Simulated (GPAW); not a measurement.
# CrGe2As4 monolayer in an electric field

Aim: the dipole that a field along the normal induces in CrGe2As4 monolayer.

Calculated with GPAW 26.7.0; GPAW, PAW setups; layer in a repeated cell with vacuum, relaxation of atoms and in-plane cell, in the first sound run; inputs show where later runs differ.

This is a report of a sequence of runs, with most program output left out.

### 1. Starting point

The cell holds 7 atoms: 4 As, 2 Ge and 1 Cr. Its edges and angles: a = 3.730 Å, b = 3.730 Å, c = 26.578 Å, α = 90.0°, β = 90.0°, γ = 120.0°. Vacuum lies along c.

### 2. Relaxing the atoms

Forces are removed first; all later runs use this geometry.

run.py

```python
import json
import numpy as np
from ase import Atoms
from ase.filters import FrechetCellFilter
from ase.optimize import BFGS
from gpaw import GPAW, PW

slab = Atoms(
    ['As', 'Ge', 'As', 'Cr', 'As', 'Ge', 'As'],
    positions=[
        [0.00000, 0.00000, 9.00000],
        [-0.00000, 2.15352, 9.86300],
        [-0.00000, 2.15352, 12.18300],
        [0.00000, 0.00000, 13.28917],
        [-0.00000, 2.15352, 14.39533],
        [-0.00000, 2.15352, 16.71533],
        [0.00000, 0.00000, 17.57833]],
    cell=[[3.73, 0.0, 0.0], [-1.865, 3.23027, 0.0], [0.0, 0.0, 26.5783]],
    pbc=[True, True, True])

slab.calc = GPAW(mode=PW(600), xc='PBE', kpts={'size': (9, 9, 1), 'gamma': True},
                 occupations={'name': 'fermi-dirac', 'width': 0.05}, nbands='200%',
                 convergence={'density': 1e-05}, maxiter=200,
                 symmetry={'tolerance': 1e-3}, txt='slab.txt')
result = {}
# The in-plane cell is free; stress needs a cell that repeats along all three vectors
path = []
opt = BFGS(FrechetCellFilter(slab, mask=[1, 1, 0, 0, 0, 1]), maxstep=0.2)
opt.attach(lambda: path.append((slab.get_potential_energy(), slab.positions.tolist(), slab.get_forces().tolist())))
result['relaxed'] = bool(opt.run(fmax=0.02, steps=45))
result['path'] = path
result['cell'] = slab.cell.tolist()
print('in-plane lattice', slab.cell.cellpar().round(4)[[0, 1, 5]])
energy = slab.get_potential_energy()
fermi = slab.calc.get_fermi_level()
v = slab.calc.get_electrostatic_potential().mean((0, 1)) - fermi
n = slab.calc.get_pseudo_density().mean((0, 1))
L = slab.cell[2, 2]
z = np.arange(len(v)) * L / len(v)
low, high = slab.positions[:, 2].min(), slab.positions[:, 2].max()
below, above = np.interp([low - 6.8, high + 6.8], z, v)
slopes = [np.interp(x, z, np.gradient(v, z)) for x in (low - 6.8, high + 6.8)]
eps = np.array([[slab.calc.get_eigenvalues(k, s) for k in range(len(slab.calc.get_ibz_k_points()))]
                for s in range(slab.calc.get_number_of_spins())]) - fermi
top, bottom = eps[eps < 0].max(), eps[eps > 0].min()
dipole = slab.get_dipole_moment()[2]
print(f'energy {energy:.4f} eV, Fermi level {fermi:.4f} eV, dipole {dipole:.5f} e A')
print(f'potential 6.8 A off the faces, from the Fermi level: lower {below:.4f} eV, upper {above:.4f} eV')
print(f'slope of the potential there: lower {slopes[0]:.5f}, upper {slopes[1]:.5f} eV/A')
print(f'nearest levels on the mesh: {top:.4f} and {bottom:.4f} eV')
print('magnetic moment', round(slab.get_magnetic_moment(), 3))
result.update(energy=energy, fermi=fermi, dipole=dipole, below=below, above=above, slopes=slopes, edges=[top, bottom],
              z=z.tolist(), v=v.tolist(), n=n.tolist(), positions=slab.positions.tolist(),
              forces=slab.get_forces(apply_constraint=False).tolist(), moments=slab.get_magnetic_moments().tolist())
json.dump(result, open('result.json', 'w'))
```

The run is started by

```console
> OMP_NUM_THREADS=1 OPENBLAS_NUM_THREADS=1 python run.py
```

The job ended after 27 min (1 thread of Intel Xeon Platinum 8488C (Sapphire Rapids), shared host; peak memory 0.65 GiB).

This run has no spin polarisation, although Cr can carry a moment.

This step gave:

```
dipole along the normal                    : 0.002379 e·Å
levels nearest the Fermi level on the mesh : -0.07626, 0.06015 eV from the Fermi level
```

The electrostatic potential energy of an electron (without an applied field's), less the Fermi level, planar mean oscillates, so the rows of the table below give means over windows of 1.83 Å about each position, cut where the curve ends. Its maxima inside the range that stand out by 2 % of the span (Å: eV): 8.9: -8.63, 10.7: 2.11, 12.7: -5.39, 14.0: -5.20, 15.9: 2.10, 17.7: -8.64. Its minima: 8.3: -14.0, 9.4: -13.6, 12.0: -12.9, 13.3: -10.8, 14.6: -12.9, 17.2: -13.6, 18.3: -14.0.

The electrostatic potential energy of an electron (without an applied field's), less the Fermi level, planar mean by z; means over each step:

```
z (Å)  electrostatic potential energy of an electron (without an applied field's), less the Fermi level, planar mean (eV)
 0.92                                                                                                                4.83
 2.75                                                                                                                4.83
 4.58                                                                                                                4.83
 6.41                                                                                                                4.19
 8.23                                                                                                               -8.33
10.07                                                                                                               -4.46
11.89                                                                                                               -6.87
13.73                                                                                                               -8.51
15.55                                                                                                               -2.47
17.38                                                                                                               -10.1
19.21                                                                                                               -1.55
21.05                                                                                                                4.77
22.88                                                                                                                4.83
24.70                                                                                                                4.83
```

The pseudo valence density, planar mean oscillates, so the rows of the table below give means over windows of 1 Å about each position, cut where the curve ends. Its maxima inside the range that stand out by 2 % of the span (Å: e/Å³): 7.8: 0.256, 8.8: 0.421, 10.0: 0.221, 11.5: 0.246, 13.3: 0.451, 15.1: 0.246, 16.6: 0.221, 17.8: 0.421, 18.8: 0.256. Its minima: 8.1: 0.177, 9.5: 0.0545, 10.6: 0.114, 12.0: 0.176, 14.6: 0.176, 15.9: 0.114, 17.1: 0.0545, 18.4: 0.177.

The pseudo valence density, planar mean by z; means over each step:

```
z (Å)  pseudo valence density, planar mean (e/Å³)
    4                                      1.9e-5
    5                                      3.0e-4
    6                                     0.00485
    7                                      0.0712
    8                                       0.222
    9                                       0.298
   10                                       0.161
   11                                       0.163
   12                                       0.250
   13                                       0.396
   14                                       0.346
   15                                       0.207
   16                                       0.138
   17                                       0.175
   18                                       0.313
   19                                       0.180
   20                                      0.0244
   21                                     0.00150
   22                                      9.3e-5
   23                                      6.0e-6
```

The relaxation lowered the energy of the cell by 2.56 eV (energies extrapolated to zero smearing; the optimiser's log prints free energies). The largest force left on a free atom is 0.0078 eV/Å.

### 3. Plane waves, PBE

The work function is the vacuum plateau of the electrostatic potential less the Fermi level; a dipole layer lets the two faces have plateaus of their own.

This step: GPAW, PAW setups; slab in vacuum (GPAW 26.7.0).

The cell differs from the one that the last finished run ended in (c 26.578 → 28.103 Å).

Changes to run.py since step 2:

```diff
@@ -3,4 +3,2 @@
 from ase import Atoms
-from ase.filters import FrechetCellFilter
-from ase.optimize import BFGS
 from gpaw import GPAW, PW
@@ -10,25 +8,18 @@
     positions=[
-        [0.00000, 0.00000, 9.00000],
-        [-0.00000, 2.15352, 9.86300],
-        [-0.00000, 2.15352, 12.18300],
-        [0.00000, 0.00000, 13.28917],
-        [-0.00000, 2.15352, 14.39533],
-        [-0.00000, 2.15352, 16.71533],
-        [0.00000, 0.00000, 17.57833]],
-    cell=[[3.73, 0.0, 0.0], [-1.865, 3.23027, 0.0], [0.0, 0.0, 26.5783]],
-    pbc=[True, True, True])
+        [-0.00000, -0.00000, 9.00000],
+        [-0.00000, 2.10572, 10.20479],
+        [-0.00000, 2.10572, 12.67782],
+        [0.00000, -0.00000, 14.05153],
+        [-0.00000, 2.10572, 15.42524],
+        [-0.00000, 2.10572, 17.89826],
+        [0.00000, -0.00000, 19.10305]],
+    cell=[[3.6472, -0.0, 0.0], [-1.8236, 3.15857, 0.0], [0.0, 0.0, 28.1031]],
+    pbc=[True, True, False])
 
-slab.calc = GPAW(mode=PW(600), xc='PBE', kpts={'size': (9, 9, 1), 'gamma': True},
+slab.calc = GPAW(mode=PW(400), xc='PBE', kpts={'size': (9, 9, 1), 'gamma': True},
                  occupations={'name': 'fermi-dirac', 'width': 0.05}, nbands='200%',
                  convergence={'density': 1e-05}, maxiter=200,
+                 poissonsolver={'dipolelayer': 'xy'},
                  symmetry={'tolerance': 1e-3}, txt='slab.txt')
 result = {}
-# The in-plane cell is free; stress needs a cell that repeats along all three vectors
-path = []
-opt = BFGS(FrechetCellFilter(slab, mask=[1, 1, 0, 0, 0, 1]), maxstep=0.2)
-opt.attach(lambda: path.append((slab.get_potential_energy(), slab.positions.tolist(), slab.get_forces().tolist())))
-result['relaxed'] = bool(opt.run(fmax=0.02, steps=45))
-result['path'] = path
-result['cell'] = slab.cell.tolist()
-print('in-plane lattice', slab.cell.cellpar().round(4)[[0, 1, 5]])
 energy = slab.get_potential_energy()
```

The job ended after 49 s (1 thread; peak memory 0.26 GiB).

Numbers from this step:

```yaml
dipole_along_the_normal: 7.36e-4 e·Å
levels_nearest_the_fermi_level_on_the_mesh: -0.07582, 0.06027 eV from the Fermi level
upper_work_function: 4.837 eV
lower_work_function: 4.821 eV
```

The electrostatic potential energy of an electron (without an applied field's), less the Fermi level, planar mean oscillates, so the rows of the table below give means over windows of 1.87 Å about each position, cut where the curve ends. Its maxima inside the range that stand out by 2 % of the span (Å: eV): 9.6: -8.67, 11.4: 2.10, 13.4: -5.25, 14.7: -5.25, 16.7: 2.10, 18.5: -8.66. Its minima: 9.1: -14.1, 10.2: -13.6, 12.7: -13.0, 14.1: -10.8, 15.4: -13.0, 17.9: -13.6, 19.0: -14.1.

Table of electrostatic potential energy of an electron (without an applied field's), less the Fermi level, planar mean by z; means over each step:

```
z (Å)  electrostatic potential energy of an electron (without an applied field's), less the Fermi level, planar mean (eV)
 0.94                                                                                                                4.82
 2.81                                                                                                                4.82
 4.68                                                                                                                4.82
 6.54                                                                                                                4.70
 8.42                                                                                                               -4.25
10.29                                                                                                               -7.74
12.16                                                                                                               -4.67
14.03                                                                                                               -7.40
15.90                                                                                                               -4.92
17.77                                                                                                               -7.39
19.64                                                                                                               -4.65
21.50                                                                                                                4.70
23.38                                                                                                                4.84
25.25                                                                                                                4.84
27.11                                                                                                                4.84
```

The pseudo valence density, planar mean oscillates, so the rows of the table below give means over windows of 1 Å about each position, cut where the curve ends. Its maxima inside the range that stand out by 2 % of the span (Å: e/Å³): 8.5: 0.254, 9.6: 0.422, 10.6: 0.224, 12.3: 0.246, 13.9: 0.440, 15.8: 0.246, 17.5: 0.224, 18.5: 0.422, 19.6: 0.254. Its minima: 9.0: 0.172, 10.2: 0.0583, 11.4: 0.115, 12.7: 0.171, 15.4: 0.171, 16.7: 0.115, 17.9: 0.0583, 19.2: 0.172.

Pseudo valence density, planar mean against z; means over each step:

z (Å), pseudo valence density, planar mean (e/Å³) and a bar:
```
        5      0.000 
        6      0.001 
        7      0.009 #
        8      0.118 #########
        9      0.257 ###################
       10      0.241 ##################
       11      0.159 ############
       12      0.187 ##############
       13      0.283 #####################
       14      0.401 ##############################
       15      0.302 #######################
       16      0.194 ##############
       17      0.153 ###########
       18      0.219 ################
       19      0.274 ####################
       20      0.139 ##########
       21      0.013 #
       22      0.001 
       23      0.000 
       24      0.000
```

The potential is flat to 1.8e-4 eV/Å where it is read, so the vacuum is wide enough.

### 4. In a field

A uniform field along the normal polarises the slab; the atoms stay fixed, so this is the electronic response alone.

Changes to run.py since step 3:

```diff
@@ -4,2 +4,3 @@
 from gpaw import GPAW, PW
+from gpaw.external import ConstantElectricField
 
@@ -22,2 +23,3 @@
                  poissonsolver={'dipolelayer': 'xy'},
+                 external=ConstantElectricField(-0.2, [0, 0, 1]),
                  symmetry={'tolerance': 1e-3}, txt='slab.txt')
```

Elapsed: 3.2 min, on 1 thread; peak memory 0.45 GiB.

This step gave:

- dipole along the normal: -0.1572 e·Å
- levels nearest the Fermi level on the mesh: -0.07607, 0.05971 eV from the Fermi level
- potential below the slab, the applied field's own ramp left out: 3.596 eV from the Fermi level
- potential above the slab, the applied field's own ramp left out: 6.066 eV from the Fermi level

The electrostatic potential energy of an electron (without an applied field's), less the Fermi level, planar mean oscillates, so the rows of the table below give means over windows of 1.93 Å about each position, cut where the curve ends. Its maxima inside the range that stand out by 2 % of the span (Å: eV): 9.6: -9.54, 11.4: 1.60, 13.4: -5.37, 14.7: -5.13, 16.7: 2.60, 18.5: -7.80, 26.5: 6.07. Its minima: 9.1: -15.0, 10.2: -14.4, 12.7: -13.2, 14.1: -10.8, 15.4: -12.7, 17.9: -12.9, 19.0: -13.1.

Electrostatic potential energy of an electron (without an applied field's), less the Fermi level, planar mean against z; means over each step:

```
z (Å)  electrostatic potential energy of an electron (without an applied field's), less the Fermi level, planar mean (eV)
 0.96                                                                                                                3.72
 2.90                                                                                                                3.60
 4.83                                                                                                                3.60
 6.76                                                                                                                3.39
 8.69                                                                                                               -7.10
10.62                                                                                                               -6.34
12.55                                                                                                               -6.47
14.48                                                                                                               -8.42
16.41                                                                                                               -1.83
18.34                                                                                                               -10.1
20.27                                                                                                                2.11
22.20                                                                                                                6.04
24.13                                                                                                                6.06
26.06                                                                                                                6.07
27.99                                                                                                                5.94
```

The dipole is now -0.157 e Å, against 7.4e-4 in the run without a field.

### 5. In a field

Changes to run.py since step 4:

```diff
@@ -23,3 +23,3 @@
                  poissonsolver={'dipolelayer': 'xy'},
-                 external=ConstantElectricField(-0.2, [0, 0, 1]),
+                 external=ConstantElectricField(-0.1, [0, 0, 1]),
                  symmetry={'tolerance': 1e-3}, txt='slab.txt')
```

Run time: 3.5 min. Hardware: 1 thread; peak memory 0.44 GiB.

This step gave:

```
dipole along the normal                                         : -0.07857 e·Å
levels nearest the Fermi level on the mesh                      : -0.07588, 0.06014 eV from the Fermi level
potential below the slab, the applied field's own ramp left out : 4.212 eV from the Fermi level
potential above the slab, the applied field's own ramp left out : 5.447 eV from the Fermi level
```

The electrostatic potential energy of an electron (without an applied field's), less the Fermi level, planar mean oscillates, so the rows of the table below give means over windows of 1.87 Å about each position, cut where the curve ends. Its maxima inside the range that stand out by 2 % of the span (Å: eV): 9.6: -9.10, 11.4: 1.85, 13.4: -5.31, 14.7: -5.19, 16.7: 2.35, 18.5: -8.24, 26.8: 5.45. Its minima: 9.1: -14.6, 10.2: -14.0, 12.7: -13.1, 14.1: -10.8, 15.4: -12.8, 17.9: -13.3, 19.0: -13.6.

Electrostatic potential energy of an electron (without an applied field's), less the Fermi level, planar mean against z; means over each step:

z (Å), electrostatic potential energy of an electron (without an applied field's), less the Fermi level, planar mean (eV) and a bar from the least value:
```
     0.94        4.3 ###########################
     2.81        4.2 ###########################
     4.68        4.2 ###########################
     6.54        4.1 ###########################
     8.42       -4.8 #######
    10.29       -8.1 
    12.16       -4.9 #######
    14.03       -7.4 ##
    15.90       -4.7 #######
    17.77       -7.0 ##
    19.64       -4.1 #########
    21.50        5.3 ##############################
    23.38        5.4 ##############################
    25.25        5.4 ##############################
    27.11        5.4 ##############################
```

The dipole is now -0.0786 e Å, against 7.4e-4 in the run without a field.

### 6. In a field

Changes to run.py since step 5:

```diff
@@ -23,3 +23,3 @@
                  poissonsolver={'dipolelayer': 'xy'},
-                 external=ConstantElectricField(-0.1, [0, 0, 1]),
+                 external=ConstantElectricField(-0.05, [0, 0, 1]),
                  symmetry={'tolerance': 1e-3}, txt='slab.txt')
```

The job ended after 3.4 min (1 thread; peak memory 0.44 GiB).

### 7. In a field

Changes to run.py since step 6:

```diff
@@ -23,3 +23,3 @@
                  poissonsolver={'dipolelayer': 'xy'},
-                 external=ConstantElectricField(-0.05, [0, 0, 1]),
+                 external=ConstantElectricField(0.05, [0, 0, 1]),
                  symmetry={'tolerance': 1e-3}, txt='slab.txt')
```

The job ended after 3.4 min (1 thread; peak memory 0.45 GiB).

(Part 1 of 2 ends here.)

[Logs are printed without paths, hosts, clocks, repeated set-up lines and the standing remarks that a program may print on its own settings, such as how far it seeks lower states.]

[Hosts, paths, dates, database ids (printed as entryN), source tags and the programs' standing remarks are cut or masked in the printed files.]
